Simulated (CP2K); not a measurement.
Consider 5-trifluoromethylpyrimidine at its PBE geometry (Å).

```xyz
13

F     2.3370   -1.3045    0.0439
C     1.8820   -0.0179    0.0472
F     2.4253    0.5979   -1.0454
F     2.4236    0.5986    1.1336
C     0.3777    0.0128    0.0286
C    -0.3326   -1.0023   -0.6216
N    -1.6705   -1.0141   -0.6746
C    -2.2861    0.0162   -0.0665
N    -1.7129    1.0434    0.5828
C    -0.3702    1.0316    0.6243
H     0.1890   -1.8306   -1.1051
H    -3.3779    0.0162   -0.1032
H     0.1155    1.8528    1.1560
```

Method: CP2K XAS_TDP, all-electron GAPW, PBEh(45%), aug-cc-pVDZ, TDA, GW2X-corrected core level, no relativity.

Predict the bright core excitations at the C K edge.

Leading lines: C2 295.82 eV, C5 287.20 eV, C6 287.41 eV and C8 287.60 eV. The leading line of an atom is its first one with 35 % of the strongest within 2.5 eV of its lowest line over the strength cut. Core ionisation energies at this level: C5 293.24, C6 294.38, C2 300.52 and C8 294.47 eV.

The first six lines of each atom with a strength over 0.0015:

```tsv
atom	energy (eV)	states	strength, one atom	above the computed threshold
C2 (bonded to C and 3 F)	295.82	1	0.0408	
	296.76	1	0.0638	
	297.13	1	0.0215	
	298.63	1	0.0416	
	298.71	1	0.0350	
	299.54	1	0.0337	
C5 (bonded to 3 C)	287.20	1	0.0442	
	292.28	1	0.0017	
	292.35	1	0.0134	
	292.51	1	0.0050	
	292.64	1	0.0024	
	293.80	1	0.0132	yes
C6 (bonded to C, N and H)	287.41	1	0.0596	
	292.35	1	0.0133	
	293.26	1	0.0053	
	294.16	1	0.0026	
	294.31	1	0.0067	
	294.47	1	0.0015	yes
C8 (bonded to 2 N and H)	287.60	1	0.0611	
	292.39	1	0.0136	
	293.32	1	0.0035	
	294.31	1	0.0109	
	294.39	1	0.0023	
	295.11	1	0.0097	yes
```

Lines are vertical, at one geometry, with no vibrational structure. GW2X ionisation energies and lines can be off by 1 to 2 eV either way, and a good line position may hide errors that cancel. Atoms with the same bonds but other surroundings in this conformer are left out. These values hold no scalar relativity, about 0.1 eV for C 1s. Rydberg lines, and the discretised continuum above threshold, depend on the basis and the box.

[Banner, clock and machine lines of the logs are left out without a mark of their own.]

[Logs are printed without paths, hosts, clocks, repeated set-up lines and the standing remarks that a program may print on its own settings, such as how far it seeks lower states.]

[Hosts, paths, dates, database ids (printed as entryN), source tags and the programs' standing remarks are cut or masked in the printed files.]
